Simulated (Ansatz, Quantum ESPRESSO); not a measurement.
# Lattice dynamics of HfPbO3 (Pm-3m) in two programs

How does HfPbO3 (Pm-3m) vibrate, and is this structure a minimum?

Calculated with Quantum ESPRESSO 7.5; DFT LDA, scalar-relativistic, plane waves, PseudoDojo norm-conserving pseudopotentials.

Report form: the programs' logs are mostly left out.

### Step 1. The starting structure

It takes space group Pm-3m (No. 221, cubic). Conventional cell: a = 4.155 Å, b = 4.155 Å, c = 4.155 Å, α = 90.00°, β = 90.00°, γ = 90.00°. Nearest to Hf lie 6 O at 2.08 Å. Nearest to Pb lie 12 O at 2.94 Å. O has 2 Hf at 2.08 Å nearest. Farther neighbours and most contacts between anions are not listed.

Coordinates:

```
CELL_PARAMETERS angstrom
4.15548 0.00000 0.00000
0.00000 4.15548 0.00000
0.00000 0.00000 4.15548
ATOMIC_POSITIONS crystal
Hf 0.50000 0.50000 0.50000
Pb 0.00000 0.00000 0.00000
O 0.00000 0.50000 0.50000
O 0.50000 0.00000 0.50000
O 0.50000 0.50000 0.00000
```

### Step 2. A probe with smearing

A cheap run with smearing and empty bands tells whether the crystal has a gap, which decides between fixed occupations and smearing later on.

probe.in

```
&control
   calculation = 'scf'
   prefix = 'x'
   outdir = './tmp'
   pseudo_dir = './pseudo'
   tprnfor = .true.
   tstress = .true.
   verbosity = 'high'
/
&system
   ibrav = 1
   celldm(1) = 7.85272101
   nat = 5
   ntyp = 3
   ecutwfc = 84.0
   occupations = 'smearing'
   smearing = 'gaussian'
   degauss = 0.01
/
&electrons
   conv_thr = 1.0d-07
   mixing_beta = 0.7
   electron_maxstep = 100
/
ATOMIC_SPECIES
 Hf    178.4900  Hf.upf
 Pb    207.2000  Pb.upf
 O      15.9990  O.upf
ATOMIC_POSITIONS crystal
 Hf     0.500000000   0.500000000   0.500000000
 Pb     0.000000000   0.000000000   0.000000000
 O      0.000000000   0.500000000   0.500000000
 O      0.500000000   0.000000000   0.500000000
 O      0.500000000   0.500000000   0.000000000
K_POINTS automatic
 4 4 4 0 0 0
```

Started as:

```
OMP_NUM_THREADS=1 mpirun -n 4 pw.x -nk 4 -in probe.in > probe.out
```

The job ended after 8.6 s (4 MPI ranks of Arm Neoverse V2, shared host; 34 s of CPU time).

This step gave:

```yaml
volume_per_atom: 14.35 Å³
pressure: -11.32 GPa
gap_on_the_k_mesh: 2.303 eV
```

A gap of 2.3 eV opens on this mesh, so the crystal is taken as an insulator; the start stands at -11 GPa.

### Step 3. Relaxation

The relaxation runs at a cutoff a fifth above that of the response, since stress converges more slowly with the basis than frequencies do. Forces and stress are brought to rest with tight thresholds.

relax.in

```
&control
   calculation = 'vc-relax'
   prefix = 'x'
   outdir = './tmp'
   pseudo_dir = './pseudo'
   tprnfor = .true.
   tstress = .true.
   forc_conv_thr = 2.0d-05
   etot_conv_thr = 1.0d-07
   nstep = 40
/
&system
   ibrav = 1
   celldm(1) = 7.85272101
   nat = 5
   ntyp = 3
   ecutwfc = 101
   occupations = 'fixed'
   nbnd = 24
/
&electrons
   conv_thr = 1.0d-11
   mixing_beta = 0.7
   electron_maxstep = 100
/
&ions
/
&cell
   press_conv_thr = 0.2
/
ATOMIC_SPECIES
 Hf    178.4900  Hf.upf
 Pb    207.2000  Pb.upf
 O      15.9990  O.upf
ATOMIC_POSITIONS crystal
 Hf     0.500000000   0.500000000   0.500000000
 Pb     0.000000000   0.000000000   0.000000000
 O      0.000000000   0.500000000   0.500000000
 O      0.500000000   0.000000000   0.500000000
 O      0.500000000   0.500000000   0.000000000
K_POINTS automatic
 6 6 6 0 0 0
```

Started as:

```
OMP_NUM_THREADS=1 mpirun -n 4 pw.x -nk 4 -in relax.in > relax.out
```

Elapsed: 2 min, on 4 MPI ranks.

Step by step:

```tsv
step	energy less that of the first step (eV)	largest force (eV/Å)	pressure (GPa)	volume (Å³)
1	0.0000	0.0000	-11.33	71.76
2	-0.1722	0.0000	-1.71	67.69
3	-0.1754	0.0000	0.21	67.01
4	-0.1755	0.0000	0.00	67.09
5	-0.1755	0.0000	0.00	67.09
6	-0.1754	0.0000	0.00	67.09
```

```tsv
conventional cell, symmetrised	before	after	change
a (Å)	4.155	4.063	-2.2 %
b (Å)	4.155	4.063	-2.2 %
c (Å)	4.155	4.063	-2.2 %
volume (Å³/atom)	14.35	13.42	-6.5 %
```

Final coordinates:

```
Hf Pb O
1.0
     4.06332    0.00000    0.00000
     0.00000    4.06332    0.00000
     0.00000    0.00000    4.06332
Hf Pb O
1 1 3
Direct
  0.50000 0.50000 0.50000
  0.00000 0.00000 0.00000
  0.00000 0.50000 0.50000
  0.50000 0.00000 0.50000
  0.50000 0.50000 0.00000
```

The last row of the table of steps is pw.x's closing run on a basis chosen anew for the final cell, so its energy can jump.

Numbers from this step:

| Property | Result |
| --- | --- |
| volume per atom | 13.42 Å³ |
| pressure | -0.001 GPa |
| gap on the k-mesh | 2.409 eV |

The volume changes by -6.5 % from the cell with which this run began.

### Step 4. Ground state

The response is built on this ground state, so it is converged far tighter than an energy would need. With a gap, occupations are fixed, which also allows the response to an electric field.

scf.in

```
&control
   calculation = 'scf'
   prefix = 'x'
   outdir = './tmp'
   pseudo_dir = './pseudo'
   tprnfor = .true.
   tstress = .true.
/
&system
   ibrav = 1
   celldm(1) = 7.67855475
   nat = 5
   ntyp = 3
   ecutwfc = 84.0
   occupations = 'fixed'
   nbnd = 24
/
&electrons
   conv_thr = 1.0d-12
   mixing_beta = 0.7
   electron_maxstep = 100
/
ATOMIC_SPECIES
 Hf    178.4900  Hf.upf
 Pb    207.2000  Pb.upf
 O      15.9990  O.upf
ATOMIC_POSITIONS crystal
 Hf     0.500000000   0.500000000   0.500000000
 Pb     0.000000000   0.000000000   0.000000000
 O      0.000000000   0.500000000   0.500000000
 O      0.500000000   0.000000000   0.500000000
 O      0.500000000   0.500000000   0.000000000
K_POINTS automatic
 6 6 6 0 0 0
```

Started as:

```
OMP_NUM_THREADS=1 mpirun -n 4 pw.x -nk 4 -in scf.in > scf.out
```

The job ended after 18 s (4 MPI ranks).

Read from the output:

| Quantity | Value |
| --- | --- |
| pressure | -0.03500 GPa |
| gap on the k-mesh | 2.410 eV |

The cell stands at -0.035 GPa, close enough for phonons.

### Step 5. Phonons on a q mesh

Linear response treats each wavevector in the unit cell, with no supercell; the 2×2×2 mesh fixes the range of the force constants to be had.

ph.in

```
phonons
&inputph
   prefix = 'x'
   outdir = './tmp'
   fildyn = 'x.dyn'
   tr2_ph = 1.0d-18
   epsil = .true.
   ldisp = .true.
   nq1 = 2
   nq2 = 2
   nq3 = 2
/
```

Started as:

```
OMP_NUM_THREADS=1 mpirun -n 4 ph.x -nk 4 -in ph.in > ph.out
```

The job ended after 50 min (4 MPI ranks; 3.3 h of CPU time).

This step gave:

```yaml
miss_of_the_charge_sum_rule: 0.01446 e
largest_acoustic_frequency_at_the_zone_centre_before_the_sum_rule: 1.49 cm⁻¹
highest_optical_zone_centre_mode_no_lo_to_term: 596.3 cm⁻¹
lowest_optical_zone_centre_mode: -119.8 cm⁻¹
mean_high_frequency_dielectric_constant: 6.688
largest_born_charge_in_size_third_of_the_trace: 5.696 e
lowest_mode_on_the_q_mesh_acoustic_ones_at_the_zone_centre_apart: -176.7 cm⁻¹
```

Frequencies (cm⁻¹) at each irreducible wavevector; negative means imaginary. Frequencies by wavevector:

```tsv
q (fractions)	star	mode 1	mode 2	mode 3	mode 4	mode 13	mode 14	mode 15
0 0 0	1	-119.8	-119.8	-119.8	1.49	596.3	596.3	596.3
0 0 -0.5	3	-45.03	-45.03	67.02	67.02	591.4	591.4	801.5
0 -0.5 -0.5	3	-169.8	-76.79	-76.79	15.04	585.3	670.7	853.9
-0.5 -0.5 -0.5	1	-176.7	-176.7	-176.7	-38.23	661.5	661.5	883.2
```

Born charge (rows field, columns displacement), before the sum rule (e), principal values of the symmetric part by kind of site:

```tsv
atom	atoms with these values	low	middle	high	mean
Hf1	1	5.70	5.70	5.70	5.70
Pb2	1	3.92	3.92	3.92	3.92
O3	3	-4.59	-2.52	-2.52	-3.21
```

In full for Hf1:

```
5.70 0.00 0.00
0.00 5.70 0.00
0.00 0.00 5.70
```

High-frequency dielectric tensor:

```
6.69 0.00 0.00
0.00 6.69 0.00
0.00 0.00 6.69
```

The acoustic modes at Γ come out as far as 1.5 cm⁻¹ from zero, where they should vanish, a small numerical error; the Born charges miss their sum rule by 0.014 e, which is good. The lowest optical mode is imaginary, 120i cm⁻¹, an instability at this level and on this k mesh.

### Step 6. Fourier transform to real space

The dynamical matrices of the mesh are Fourier-transformed to force constants in real space, after the long-range dipole part is taken out.

q2r.in

```
&input
   fildyn = 'x.dyn'
   zasr = 'simple'
   flfrc = 'x.fc'
/
```

Started as:

```
q2r.x < q2r.in > q2r.out
```

The job ended after 0.46 s (1 thread).

### Step 7. Interpolated phonon bands

From the force constants any wavevector is cheap; points of the mesh come back as solved, but for the sum rule and, in polar crystals, the LO-TO term at Γ; the rest is interpolation.

matdyn.in

```
&input
   asr = 'simple'
   flfrc = 'x.fc'
   flfrq = 'x.freq'
   flvec = 'x.modes'
   q_in_band_form = .true.
   q_in_cryst_coord = .true.
/
8
  0.0000000   0.0000000   0.0000000  12  ! GAMMA
  0.0000000   0.5000000   0.0000000  12  ! X
  0.5000000   0.5000000   0.0000000  12  ! M
  0.0000000   0.0000000   0.0000000  12  ! GAMMA
  0.5000000   0.5000000   0.5000000  12  ! R
  0.0000000   0.5000000   0.0000000   1  ! X
  0.5000000   0.5000000   0.5000000  12  ! R
  0.5000000   0.5000000   0.0000000   1  ! M
```

Started as:

```
matdyn.x -in matdyn.in > matdyn.out
```

Run time: 0.51 s. Hardware: 1 thread.

Read from the output:

| Item | Value |
| --- | --- |
| lowest frequency on the path | -176.8 cm⁻¹ |

Matdyn.x, sum rule simple. The phonon branches at the labelled points (cm⁻¹):

```tsv
point	branch 1	branch 2	branch 3	branch 4	branch 12	branch 13	branch 14	branch 15
Γ	-120	-120	0	0	340	596	596	706
halfway	-81	-81	46	46	351	594	594	754
X	-45	-45	67	67	363	591	591	802
halfway	-107	-39	-38	-29	372	589	642	820
M	-170	-77	-77	15	380	585	671	854
halfway	-102	-53	38	40	363	592	631	776
Γ	-120	-120	0	0	340	596	596	706
halfway	-88	-88	-38	30	358	630	630	796
R	-177	-177	-177	-38	319	662	662	883
halfway	-109	-104	-31	-25	357	629	645	834
X	-45	-45	67	67	363	591	591	802
jump to R	-177	-177	-177	-38	319	662	662	883
halfway	-173	-111	-111	-21	350	632	666	863
M	-170	-77	-77	15	380	585	671	854
```

The path dips to 177i cm⁻¹.

### Step 8. Density of states

Sums over the zone need many more wavevectors than were solved, so the interpolation is sampled on a dense mesh.

matdyn.in

```
&input
   asr = 'simple'
   flfrc = 'x.fc'
   dos = .true.
   fldos = 'x.dos'
   nk1 = 11
   nk2 = 11
   nk3 = 11
   deltaE = 1.0
/
```

Started as:

```
matdyn.x -in matdyn.in > matdyn.out
```

Elapsed: 16 s, on 1 thread.

Read from the output:

- share of modes beyond 3i cm⁻¹ on the dense interpolated mesh: 0.2118

The phonon density of states has structure finer than the step of the table below, so its rows give means over 50 cm⁻¹, whole bins alone (the curve runs from -172 to 878 cm⁻¹). Peaks (cm⁻¹: height): total 142.5: 0.0573, 212.5: 0.0647, 359.5: 0.0450, 597.5: 0.0517; Hf 93.5: 0.0195, 142.5: 0.0290, 212.5: 0.0367; O 142.5: 0.0257, 212.5: 0.0254, 359.5: 0.0407, 597.5: 0.0505; Pb -53.5: 0.0230, -25.5: 0.0304, 51.5: 0.0145.

Tetrahedra. Phonon density of states against wavenumber; means over each step; values in 1/cm⁻¹/cell:

```tsv
wavenumber (cm⁻¹)	total	Hf	O	Pb
-100	0.0195	9.3e-5	0.0115	0.00787
-50	0.0270	2.5e-4	0.00571	0.0211
0	0.0137	4.0e-4	0.00179	0.0115
50	0.0213	0.00409	0.00674	0.0105
100	0.0281	0.0123	0.0123	0.00342
150	0.0349	0.0168	0.0163	0.00172
200	0.0377	0.0200	0.0161	0.00165
250	0.0181	0.00321	0.0138	0.00114
300	0.0106	5.6e-4	0.00959	4.3e-4
350	0.0188	0.00140	0.0172	1.9e-4
400	9.8e-4	3.3e-5	9.5e-4	3.3e-6
450	0	0	0	0
500	0	0	0	0
550	0	0	0	0
600	0.0231	4.8e-4	0.0226	0
650	0.0168	8.4e-5	0.0167	0
700	3.3e-4	1.6e-5	3.1e-4	2.4e-6
750	0.00312	7.8e-5	0.00303	1.0e-5
800	0.00932	7.2e-5	0.00923	1.3e-5
850	0.00699	2.2e-5	0.00697	1.4e-6
```

### Step 9. Zone-centre analysis

A rigid shift of the crystal must cost nothing, but grids and finite bases break this; the acoustic sum rule is imposed before the matrix is diagonalised again. With Born charges the intensities follow; a static dielectric tensor has no meaning with imaginary modes.

dynmat.in

```
&input
   fildyn = 'x.dyn1'
   asr = 'simple'
   fileig = 'dynmat.eig'
   lperm = .true.
/
```

Started as:

```
dynmat.x -in dynmat.in > dynmat.out
```

Run time: 0.45 s. Hardware: 1 thread.

Unit eigenvectors of the mass-weighted matrix after the sum rule; no LO-TO term. The modes at Γ (shares of kinetic energy by element, %) (negative means imaginary):

```tsv
mode	frequency (cm⁻¹)	Hf %	Pb %	O %
1	-119.8	5	32	63
2	-119.8	5	32	63
3	-119.8	5	32	63
4	0.0	41	48	11
5	0.0	41	48	11
6	0.0	41	48	11
7	109.2	0	0	100
8	109.2	0	0	100
9	109.2	0	0	100
10	143.7	51	20	29
11	143.7	51	20	29
12	143.7	51	20	29
13	596.3	3	0	97
14	596.3	3	0	97
15	596.3	3	0	97
```

Displacements in mode 1 (-119.8 cm⁻¹), the largest set to 1:
```
Hf1 -0.03 -0.12  0.00
Pb2  0.07  0.30 -0.01
O3  -0.10 -1.00  0.03
O4  -0.24 -0.43  0.03
O5  -0.24 -1.00  0.01
```

Displacements in mode 13 (596.3 cm⁻¹), the largest set to 1:
```
Hf1  0.00 -0.05  0.00
Pb2  0.00  0.00  0.00
O3  -0.01 -0.19  0.00
O4   0.00  1.00  0.00
O5   0.00 -0.19  0.00
```

Degenerate modes summed, no LO-TO term; imaginary modes left out. Infrared lines, with heights relative to the strongest:

```tsv
position (cm⁻¹)	lines merged	IR intensity, relative
109	3	0.0
144	3	55
596	3	100
```

The rule moves no optical mode by more than 0.2 cm⁻¹.

### Step 10. Sum rules set otherwise: a sum rule for molecules or wires on a crystal

This rule also removes rotations, which suits wires and not a crystal; it is tried to see the harm.

dynmat.in

```
&input
   fildyn = 'x.dyn1'
   asr = 'one-dim'
   fileig = 'dynmat.eig'
   lperm = .true.
/
```

Started as:

```
dynmat.x -in dynmat.in > dynmat.out
```

It took 0.45 s on 1 thread.

The program raised no error, yet the settings are not those of a careful run.

The fault: a sum rule for molecules or wires on a crystal; 1 optical mode is projected out to zero frequency, as if it were a rotation.

For a crystal the rule has to be 'simple' or 'crystal'.

Zone-centre frequencies as printed; negative means imaginary. Modes:

```tsv
mode	frequency (cm⁻¹)
1	-144
2	-119.8
3	-119.8
4	0
5	0
6	0
7	0
8	109.3
9	109.3
10	143.7
11	143.7
12	200
13	559.8
14	596.3
15	596.3
```

### Step 11. Sum rules set otherwise (asr crystal)

The rule can be imposed in more than one way; the choices should agree where the raw error is small.

dynmat.in

```
&input
   fildyn = 'x.dyn1'
   asr = 'crystal'
   fileig = 'dynmat.eig'
   lperm = .true.
/
```

Started as:

```
dynmat.x -in dynmat.in > dynmat.out
```

The job ended after 0.45 s (1 thread).

Zone-centre frequencies as printed; negative means imaginary. Modes:

```tsv
mode	frequency (cm⁻¹)
1	-119.8
2	-119.8
3	-119.8
4	0
5	0
6	0
7	109.3
8	109.3
9	109.3
10	143.7
11	143.7
12	143.7
13	596.3
14	596.3
15	596.3
```

Against the first rule no mode moves by more than 0.2 cm⁻¹.

### Step 12. Modes along a direction of q (1 0 0)

A longitudinal polar mode sets up a macroscopic field that stiffens it; the term hangs on the direction from which q goes to zero.

dynmat.in

```
&input
   fildyn = 'x.dyn1'
   asr = 'simple'
   fileig = 'dynmat.eig'
   q(1) = 1.0
   q(2) = 0.0
   q(3) = 0.0
/
```

Started as:

```
dynmat.x -in dynmat.in > dynmat.out
```

Elapsed: 0.45 s, on 1 thread.

Read from the output:

| Item | Value |
| --- | --- |
| highest mode moved by the LO-TO term | 706.3 cm⁻¹ |

Zone-centre frequencies as printed; negative means imaginary. Modes:

```tsv
mode	frequency (cm⁻¹)
1	-119.8
2	-119.8
3	0
4	0
5	0
6	82.69
7	109.2
8	109.2
9	109.2
10	143.7
11	143.7
12	339.7
13	596.3
14	596.3
15	706.3
```

The field moves 3 modes; the highest of them now lies at 706 cm⁻¹, where the highest that moved away lay at 596.

### Step 13. The dispersion under another sum rule (asr all)

The sum rule corrects the force constants themselves, so it can shift branches at any wavevector, low ones most.

matdyn.in

```
&input
   asr = 'all'
   flfrc = 'x.fc'
   flfrq = 'x.freq'
   flvec = 'x.modes'
   q_in_band_form = .true.
   q_in_cryst_coord = .true.
/
8
  0.0000000   0.0000000   0.0000000   8  ! GAMMA
  0.0000000   0.5000000   0.0000000   8  ! X
  0.5000000   0.5000000   0.0000000   8  ! M
  0.0000000   0.0000000   0.0000000   8  ! GAMMA
  0.5000000   0.5000000   0.5000000   8  ! R
  0.0000000   0.5000000   0.0000000   1  ! X
  0.5000000   0.5000000   0.5000000   8  ! R
  0.5000000   0.5000000   0.0000000   1  ! M
```

Started as:

```
matdyn.x -in matdyn.in > matdyn.out
```

Wall time 0.52 s (1 thread).

Read from the output:

| Item | Value |
| --- | --- |
| lowest frequency on the path | -176.7 cm⁻¹ |

At the labelled points the branches move by no more than 0.2 cm⁻¹. The log warns that this rule wants the long-range part of the force constants stored apart (write_lr, read_lr) in a polar crystal, which was not done.

### Step 14. A changed mass

Force constants don't depend on the masses, so an isotope effect costs no new response.

matdyn.in

```
&input
   asr = 'simple'
   flfrc = 'x.fc'
   flfrq = 'x.freq'
   flvec = 'x.modes'
   q_in_band_form = .true.
   q_in_cryst_coord = .true.
   amass(1) = 178.49
   amass(2) = 207.2
   amass(3) = 31.998
/
8
  0.0000000   0.0000000   0.0000000   8  ! GAMMA
  0.0000000   0.5000000   0.0000000   8  ! X
  0.5000000   0.5000000   0.0000000   8  ! M
  0.0000000   0.0000000   0.0000000   8  ! GAMMA
  0.5000000   0.5000000   0.5000000   8  ! R
  0.0000000   0.5000000   0.0000000   1  ! X
  0.5000000   0.5000000   0.5000000   8  ! R
  0.5000000   0.5000000   0.0000000   1  ! M
```

Started as:

```
matdyn.x -in matdyn.in > matdyn.out
```

It took 0.49 s on 1 thread.

Numbers from this step:

```
lowest frequency on the path : -125.0 cm⁻¹
```

Matdyn.x, sum rule simple. The phonon branches at the labelled points (cm⁻¹):

```tsv
point	branch 1	branch 2	branch 3	branch 4	branch 12	branch 13	branch 14	branch 15
Γ	-97	-97	0	0	248	427	427	515
halfway	-72	-72	42	42	267	426	426	541
X	-44	-44	57	57	288	424	424	567
halfway	-82	-35	-35	-28	280	422	455	581
M	-120	-71	-71	15	268	420	474	604
halfway	-85	-51	31	39	269	424	448	554
Γ	-97	-97	0	0	248	427	427	515
halfway	-72	-72	-27	30	265	448	448	567
R	-125	-125	-125	-38	229	468	468	624
halfway	-82	-77	-31	-24	270	447	457	592
X	-44	-44	57	57	288	424	424	567
jump to R	-125	-125	-125	-38	229	468	468	624
halfway	-123	-84	-84	-21	249	449	471	611
M	-120	-71	-71	15	268	420	474	604
```

The top of the path falls from 883 to 624 cm⁻¹, a ratio of 0.71; a mode of that atom alone would give 0.71.

### Step 15. A second program

The same cell goes through another code at the same cutoff. The files are of one family, but Ansatz's library holds files of its own making for some heavy elements, so those for Pb may differ. Its k mesh is centred on Γ.

This step: DFT LDA, scalar-relativistic, plane waves, norm-conserving pseudopotentials of its library (PseudoDojo's, some remade) (Ansatz 0.2.0).

input.yaml

```yaml
crystal:
  lattice:
    - [4.0633161858, 0.0, 0.0]
    - [0.0, 4.0633161858, 0.0]
    - [0.0, 0.0, 4.0633161858]
  atoms:
    - { symbol: Hf, position: [0.5, 0.5, 0.5] }
    - { symbol: Pb, position: [0.0, 0.0, 0.0] }
    - { symbol: O, position: [0.0, 0.5, 0.5] }
    - { symbol: O, position: [0.5, 0.0, 0.5] }
    - { symbol: O, position: [0.5, 0.5, 0.0] }
kpoints:
  mp_grid: { grid: [6, 6, 6] }
hamiltonian:
  xc: lda
  pseudopotentials: { kind: nc, accuracy: standard }
scf:
  occupations: { method: fixed }
output:
  eigenvalues: true
basis:
  ecutwfc: 1142.878
phonons:
  method: dfpt
  dielectric: true
  rigid_motions: translations
  qmesh: [2, 2, 2]
  temperatures: { t_max: 1000, t_step: 50 }
  qpath:
    path:
      - [[0.0, 0.0, 0.0], [0.0, 0.5, 0.0], [0.5, 0.5, 0.0], [0.0, 0.0, 0.0], [0.5, 0.5, 0.5], [0.0, 0.5, 0.0]]
      - [[0.5, 0.5, 0.5], [0.5, 0.5, 0.0]]
    npoints: 12
```

Started as:

```
ansatz run input.yaml --threads 4 --pin off --max-ram 16384MiB --backend cpu --events-out ev --progress --plain --runs-dir out
```

Elapsed: 4.4 min, on 4 threads; peak memory 2.5 GiB; 17 min of CPU time.

Read from the output:

* gap on the k-mesh: 2.409 eV
* sum-rule residual before enforcement: 1.29e-4 eV/Å²
* miss of the charge sum rule: 0.009635 e
* estimated error of the dielectric tensor: 0.02663
* estimated error of the Born charges: 0.04295 e
* lowest frequency on the path: -176.7 cm⁻¹
* share of modes beyond 3i cm⁻¹ on the dense interpolated mesh: 0.2162
* highest optical zone-centre mode (no LO-TO term): 596.4 cm⁻¹
* mean high-frequency dielectric constant: 6.642
* highest mode moved by the LO-TO term: 706.9 cm⁻¹

[end of part 1 of 2]

[Host names and launcher messages were left out of these logs when they were recorded.]

[Logs are printed without paths, hosts, clocks, repeated set-up lines and the standing remarks that a program may print on its own settings, such as how far it seeks lower states.]

[Hosts, paths, dates, database ids (printed as entryN), source tags and the programs' standing remarks are cut or masked in the printed files.]
